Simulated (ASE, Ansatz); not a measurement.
# Relaxing H20C8N2O9 (C2/c) (156 atoms), part 2 of 2

Aim: bring H20C8N2O9 (C2/c) (156 atoms) to a nearby minimum of the energy and see what moves.

Ansatz 0.2.0; Kohn-Sham DFT, r2SCAN+D3(BJ), PAW (set soft_2), plane waves.

The cell: 80 H, 32 C, 8 N and 36 O. The cell is under 6 Å thick along one periodic direction.

So far. Step 3 (Relaxation): The relaxation changed the energy by -20.8 meV/atom, and atoms moved by 0.072 Å r.m.s., 0.15 Å at most.

## Step 5: Single point at the relaxed geometry

One more single point at the end of the walk gives the fuller output and checks the residual forces.

Contents of input.yaml:

```yaml
crystal:
  lattice:
    - [18.1163, 0.0, 0.0]
    - [0.0, 5.6775, 0.0]
    - [-2.95129, 0.0, 13.80884]
  atoms:
    - { symbol: H, position: [0.55796, 0.09007, 0.31633] }
    - { symbol: H, position: [0.44005, 0.08945, 0.18269] }
    - { symbol: H, position: [0.05861, 0.59366, 0.31581] }
    - { symbol: H, position: [0.93954, 0.5905, 0.18237] }
    - { symbol: H, position: [0.44094, 0.91247, 0.68377] }
    - { symbol: H, position: [0.55941, 0.90872, 0.81724] }
    - { symbol: H, position: [0.94165, 0.40962, 0.68339] }
    - { symbol: H, position: [0.05958, 0.40827, 0.8163] }
    - { symbol: H, position: [0.58138, 0.35062, 0.27617] }
    - { symbol: H, position: [0.4187, 0.35027, 0.2244] }
    - { symbol: H, position: [0.08192, 0.85438, 0.27567] }
    - { symbol: H, position: [0.91862, 0.85227, 0.22336] }
    - { symbol: H, position: [0.41915, 0.65165, 0.72471] }
    - { symbol: H, position: [0.58118, 0.64754, 0.77618] }
    - { symbol: H, position: [0.91902, 0.14919, 0.72417] }
    - { symbol: H, position: [0.08246, 0.14725, 0.77594] }
    - { symbol: H, position: [0.58382, 0.31213, 0.39634] }
    - { symbol: H, position: [0.41591, 0.31463, 0.10397] }
    - { symbol: H, position: [0.08317, 0.81631, 0.39559] }
    - { symbol: H, position: [0.91613, 0.8144, 0.10303] }
    - { symbol: H, position: [0.41708, 0.68842, 0.60451] }
    - { symbol: H, position: [0.58353, 0.6845, 0.89646] }
    - { symbol: H, position: [0.91747, 0.18565, 0.60406] }
    - { symbol: H, position: [0.08346, 0.18471, 0.89591] }
    - { symbol: H, position: [0.67944, 0.06928, 0.28195] }
    - { symbol: H, position: [0.31794, 0.07972, 0.21727] }
    - { symbol: H, position: [0.18124, 0.57675, 0.28375] }
    - { symbol: H, position: [0.81692, 0.58384, 0.21567] }
    - { symbol: H, position: [0.31825, 0.92339, 0.71658] }
    - { symbol: H, position: [0.68141, 0.92252, 0.78372] }
    - { symbol: H, position: [0.81897, 0.42383, 0.71566] }
    - { symbol: H, position: [0.18251, 0.42354, 0.78517] }
    [... 118 atom lines left out ...]
    - { symbol: O, position: [0.90032, 0.25725, 0.03642] }
    - { symbol: O, position: [0.09873, 0.25286, 0.4624] }
    - { symbol: O, position: [0.99966, 0.37931, 0.24969] }
    - { symbol: O, position: [0.49937, 0.87683, 0.24994] }
    - { symbol: O, position: [0.00101, 0.62208, 0.75062] }
    - { symbol: O, position: [0.50086, 0.12352, 0.7513] }
kpoints:
  mp_grid: { grid: [1, 2, 1] }
hamiltonian:
  xc: r2scan
  dispersion: d3bj
scf:
  occupations: { method: fixed }
output:
  forces: true
  stress: true
  populations: intrinsic
  dos:
    method: { smearing: { sigma: 0.08 } }
    de: 0.1
    projected: { site_lists: { C: [C], H: [H], "N": ["N"], O: [O] } }
  eigenvalues: true
  write_density: true
  write_potential: true
  volumetric_format: npy
  elf: true
```

The run is started by

```
ansatz run input.yaml --threads 4 --pin off --max-ram 8192MiB --backend cpu --events-out ev --progress --plain --runs-dir out
```

Numbers of over 12 decimals in the logs are rounded to 6 here.

The log of the run:

```text
[...]
Crystal: 156 atoms, lattice volume = 1420.312 Å³
Basis set: ecut = 500 eV, 36067 PW (Γ), exchange–correlation on 540×180×432 points (64 copies of the dense FFT grid, shifted against one another)
Bands: 388, of which v1, the nominal top of the filled ones, is band 232 counted from 1 (231 counted from 0)
Symmetry: 1 space group operations
[...]
k-points: 2
[...]
SCF iter   1: F=—  HF=-32892.056188 eV  |F-HF|=—  |Δ(HF+E_count)|=         —  Δρ=7.89e-3  dr2=8.37e-1  dr2_τ=1.28e1  ethr=1.77e-3  ⟨swp⟩=5.0  Hψ=2732  notcnv=0  defer=301
[...]
SCF iter  10: F=-32890.576360 eV  HF=-32890.576360 eV  |F-HF|=4.61e-8  |Δ(HF+E_count)|=   1.89e-7  Δρ=1.55e-6  dr2=3.37e-8  dr2_τ=4.40e-9  ethr=2.16e-11  ⟨swp⟩=20.5  Hψ=7826  notcnv=0
SCF 1 converged in 10 iterations: F = -32890.576360 eV  dr2 = 3.37e-8
[...]
SCF converged after 10 iterations
Free energy (F): -32890.576360 eV
[...]
Internal energy: -32890.576360 eV  (E = F + TS)
E sigma→0 (E₀):  -32890.576360 eV
Fermi energy:    -0.306692 eV
[...]
--- Forces (eV/Å), atoms counted from 1 ---
  atom   1  H     -0.00445891     0.00735723     0.00265347
  atom   2  H     -0.01340302    -0.00295991     0.00055548
  atom   3  H     -0.00424993    -0.00804318    -0.00513925
  atom   4  H     -0.00529439    -0.01615583     0.01037416
  atom   5  H     -0.01401760     0.01270705     0.00419180
  atom   6  H     -0.00195908    -0.00215701    -0.00041084
  atom   7  H     -0.00148608     0.00640138    -0.00179971
  atom   8  H     -0.01114450    -0.00618964    -0.00090795
  atom   9  H      0.00740203    -0.01507982     0.01348791
  atom  10  H      0.00029212    -0.00375970    -0.01298175
  atom  11  H      0.00387120    -0.01567871     0.01499204
  atom  12  H     -0.00466934    -0.00806353    -0.00818688
  atom  13  H     -0.00466635     0.00613080    -0.01432080
  atom  14  H      0.00849799     0.01426230     0.01893921
[...]
atom 155  O      0.00118395     0.01058243     0.00528328
  atom 156  O     -0.00531512     0.00501621    -0.00660451
  max |Σ_I F_I| component: 4.85e-5 eV/Å
--- Stress (GPa, compression-positive) ---
       -0.315103       0.014458       0.029543
        0.014458      -0.600060      -0.015885
        0.029546      -0.015885      -0.433120
  P = ⅓ Tr σ = -0.4494 GPa (-4.494 kbar)
--- Band table (eV) ---
[...]
--- intrinsic populations: 156 sites ---
  site symbol       q [e]
     0      H      0.6614
     1      H      0.6604
     2      H      0.6612
[...]
155      O      6.7706
  spilling = -0.000000 (of n_electrons = 464.000000)
```

Elapsed: 2.1 min, on 4 threads of Arm Neoverse V1, shared host; peak memory 5.7 GiB.

The run gave:

- free energy: -32890.5764 eV
- free energy per atom: -210.8370 eV/atom
- SCF cycles: 10
- pressure: -0.4494 GPa
- r.m.s. force component: 0.01201 eV/Å
- longest force: 0.04901 eV/Å
- Fermi energy: -0.3067 eV
- gap (highest filled to lowest empty level): 3.89 eV

Intrinsic-atomic-orbital charges by element:

| element | coordination | atoms | mean charge (e) | spread | least | most |
| --- | --- | --- | --- | --- | --- | --- |
| C | all | 32 | 0.065 | 0.446 | -0.529 | 0.497 |
| H | all | 80 | 0.269 | 0.0858 | 0.176 | 0.384 |
| N | all | 8 | -0.449 | 3.0e-4 | -0.449 | -0.448 |
| O | all | 36 | -0.556 | 0.0782 | -0.771 | -0.502 |

States in the cell by windows of 1 eV, zero at the Fermi level; the larger projections on atomic orbitals stand beside the total:

| from (eV) | to (eV) | total | O p | C p | H s | N p |
| --- | --- | --- | --- | --- | --- | --- |
| -10 | -9 | 2.5 | 1.3 | 0.3 | 0.4 | 0.1 |
| -9 | -8 | 22.5 | 5.6 | 3.3 | 4.8 | 7.1 |
| -8 | -7 | 31.2 | 10.0 | 4.3 | 6.4 | 8.4 |
| -7 | -6 | 37.6 | 18.5 | 9.1 | 2.3 | 2.1 |
| -6 | -5 | 44.3 | 16.6 | 14.3 | 4.2 | 5.3 |
| -5 | -4 | 38.4 | 17.5 | 12.5 | 4.6 | 2.0 |
| -4 | -3 | 43.9 | 13.0 | 17.8 | 8.7 | 2.2 |
| -3 | -2 | 23.7 | 6.8 | 8.3 | 6.9 | 0.9 |
| -2 | -1 | 60.0 | 55.3 | 1.9 | 0.6 | 1.0 |
| -1 | 0 | 22.5 | 20.2 | 1.0 | 0.2 | 0.3 |
| 0 | 1 | 1.5 | 1.3 | 0.1 | 0.0 | 0.0 |
| 1 | 3 | 0.0 | 0.0 | 0.0 | 0.0 | 0.0 |
| 3 | 4 | 9.3 | 4.4 | 4.3 | 0.1 | 0.0 |
| 4 | 5 | 6.7 | 3.3 | 3.1 | 0.0 | 0.0 |

The curve was stored every 0.100 eV, coarse against its broadening of 0.08 eV, so these counts are rough.

With fixed occupations the program's Fermi level is the highest filled level; weight inside the gap is the broadening of levels at its edges.

Between -24 and -10 eV lie 136 more states.

The levels nearest the highest filled one (over half full), pooled over k-points and spins:

| level less the highest filled one (eV) | occupation |
| --- | --- |
| -0.0193 | 2 |
| -0.0149 | 2 |
| -0.0075 | 2 |
| -0.0064 | 2 |
| -0.0014 | 2 |
| 0 | 2 |
| 3.89 | 0 |
| 3.90 | 0 |
| 3.92 | 0 |
| 3.92 | 0 |
| 3.92 | 0 |
| 3.94 | 0 |

Valence density in the bc plane at fractional x = 0.085, with atoms of H and C and N and O within 0.2 Å of it. It is the smooth field of the valence electrons, not physical close to the nuclei.

Ten even steps from '_' (0.0 e/Å³) to '@' (5.9 e/Å³), each cell a mean:
```
____....____________::**%%==..__
____________________..==++::____
____..::::______________________
____..==++==..__________________
____::====--..__________________
____....________________________
..__________________________..::
##::______________________..++@@
==..______::++--..__________--++
::::....::**@@**::..______..::--
::::::::----::......__::++**==::
____..--==::__________::##@@==..
____::**%%==..__________....____
____..==++::____________________
______________________..::::____
____________________::++++--..__
____________________::====--..__
________________________......__
::::__________________________..
@@%%--________________________--
++++::__________..====..______::
--::..________..==%%@@==......::
::--++**==..__....::::--::--::::
__::##@@++..________..::==::..__
```
Columns run along b (5.7 Å), rows up along c (14.1 Å). Atoms in or near the plane, at fractional coordinates: H at (0.85, 0.28), H at (0.15, 0.78), H at (0.82, 0.40), H at (0.18, 0.90), H at (0.45, 0.07), H at (0.56, 0.57), C at (0.78, 0.04), C at (0.23, 0.54), C at (0.03, 0.08), C at (0.98, 0.58), N at (0.74, 0.33), N at (0.26, 0.83), O at (0.61, 0.10), O at (0.39, 0.60) and more.

Electrostatic potential energy in the bc plane at fractional x = 0.085, with atoms of H and C and N and O within 0.2 Å of it. With pseudopotentials it is smooth inside the atoms' cores, unlike the true potential.

Values in eV, 24 rows by 16 columns, each cell a mean:
```
  6   5   0  -3   2   5   6   6   6   5  -8 -36 -43 -25   0   5
  6   3  -4  -8   1   4   5   6   7   7   0 -21 -26 -11   5   7
  5   0 -23 -39 -15  -2   3   4   6   7   7   6   6   7   7   6
  5   2 -10 -40 -50 -37  -9  -1   3   6   7   7   7   7   6   6
  3  -3 -21 -36 -41 -28  -8  -2   3   5   6   6   6   6   6   5
  3  -9 -31 -17  -2   1   3   4   5   6   6   6   6   6   6   5
 -5   2   3   3   5   5   6   6   6   6   6   5   6   5  -2 -10
-35  -6   5   6   6   6   6   6   6   6   6   6   6  -2 -30 -46
-30  -5   3   4   2 -14 -23 -16  -1   4   5   5   5   0 -19 -39
-51 -22  -6 -11 -16 -37 -47 -38 -21 -15   0   4   2  -5 -29 -53
-34 -15 -30 -51 -51 -28 -16 -10 -16 -22  -2  -7 -28 -37 -36 -38
  0  -2 -20 -44 -45 -16   0   3   3   4   4 -12 -36 -42 -27  -3
  6   4  -8 -35 -43 -25   1   6   6   6   6   4  -2  -4   2   5
  6   6   0 -20 -27 -13   5   7   6   6   5   3  -3  -8   0   5
  6   7   7   6   5   6   7   6   5   4   1  -7 -26 -37  -9   3
  5   6   7   7   7   7   6   5   2  -2 -19 -47 -49 -27  -2   3
  4   6   6   6   6   6   6   5   2  -4 -15 -38 -41 -31 -13   1
  4   6   6   6   6   6   6   5   5   4   2   0  -5 -27 -25  -1
 -9  -8   2   6   6   5   6   6   6   6   6   5   4   3   3   1
-43 -41 -18   4   6   6   6   6   6   6   6   6   6   6   4 -19
-37 -32  -9   4   5   5   4   3  -7 -21 -21  -5   3   4   1 -14
-54 -47 -16  -1   3   3  -6 -17 -27 -44 -45 -27 -13  -8  -8 -38
-38 -36 -36 -36 -20   0 -10 -24 -10 -12 -18 -41 -54 -47 -19 -22
  0 -11 -36 -44 -29   0   4   3   4   3  -3 -30 -47 -35 -10   0
```
Columns run along b (5.7 Å; values clipped at the 3rd and 97th percentile), rows up along c (14.1 Å). Atoms in or near the plane, at fractional coordinates: H at (0.85, 0.28), H at (0.15, 0.78), H at (0.82, 0.40), H at (0.18, 0.90), H at (0.45, 0.07), H at (0.56, 0.57), C at (0.78, 0.04), C at (0.23, 0.54), C at (0.03, 0.08), C at (0.98, 0.58), N at (0.74, 0.33), N at (0.26, 0.83), O at (0.61, 0.10), O at (0.39, 0.60) and more.

Mean intrinsic-atomic-orbital charges: C +0.07, H +0.27, N -0.45, O -0.56 e.

Local excerpt of 13 atoms (numbers count through the whole input) about N115, one of the 8 N atoms; x, y, z are measured from there.

| atom | x | y | z | distance (Å) | intrinsic-atomic-orbital charge (e) |
| --- | --- | --- | --- | --- | --- |
| N115 | 0.00 | 0.00 | 0.00 | 0.00 | -0.45 |
| H19 | -0.37 | 0.44 | 0.86 | 1.03 | 0.34 |
| H11 | -0.04 | 0.65 | -0.80 | 1.03 | 0.33 |
| H3 | -0.58 | -0.83 | -0.25 | 1.04 | 0.34 |
| C83 | 1.41 | -0.41 | 0.22 | 1.49 | -0.20 |
| H27 | 1.73 | -0.92 | -0.69 | 2.08 | 0.18 |
| H35 | 1.41 | -1.13 | 1.04 | 2.08 | 0.20 |
| C91 | 2.28 | 0.80 | 0.51 | 2.47 | -0.53 |
| H51 | 1.91 | 1.32 | 1.40 | 2.71 | 0.18 |
| H59 | 2.26 | 1.50 | -0.32 | 2.73 | 0.18 |
| O153 | -1.46 | -2.04 | -1.16 | 2.76 | -0.77 |
| O144 | -0.84 | 0.39 | 2.66 | 2.82 | -0.55 |
| O131 | 0.14 | 1.73 | -2.23 | 2.83 | -0.55 |

## Step 6: Results

```yaml
energy_change_in_the_relaxation: -20.76 meV/atom
r_m_s_displacement: 0.072 Å
largest_displacement: 0.149 Å
free_energy_per_atom: -210.8370 eV/atom
density: 1.348 g/cm³
pressure: -0.4494 GPa
r_m_s_force_component: 0.01201 eV/Å
spacing_of_highest_filled_and_lowest_empty_level: 3.89 eV
wall_time_of_the_3_dft_runs: 8.7 min
```

Relaxation lowers the energy by 20.8 meV/atom and moves atoms by 0.072 Å r.m.s.; the r.m.s. force component goes from 1.00 to 0.012 eV/Å, the pressure goes from 0.87 to -0.45 GPa, and the gap from 3.62 to 3.89 eV. First to last step the energy falls by 3.239 eV; the largest move, 0.15 Å, is that of H33, with 1 other atom within 2 % of it. Between filled and empty levels lie 3.89 eV on the run's k-points; the mesh holds the band edges only if they fold onto it, so the gap at this level can be narrower or closed, while semilocal functionals tend to narrow gaps against experiment.

[Logs are printed without paths, hosts, clocks, repeated set-up lines and the standing remarks that a program may print on its own settings, such as how far it seeks lower states.]

[Hosts, paths, dates, database ids (printed as entryN), source tags and the programs' standing remarks are cut or masked in the printed files.]
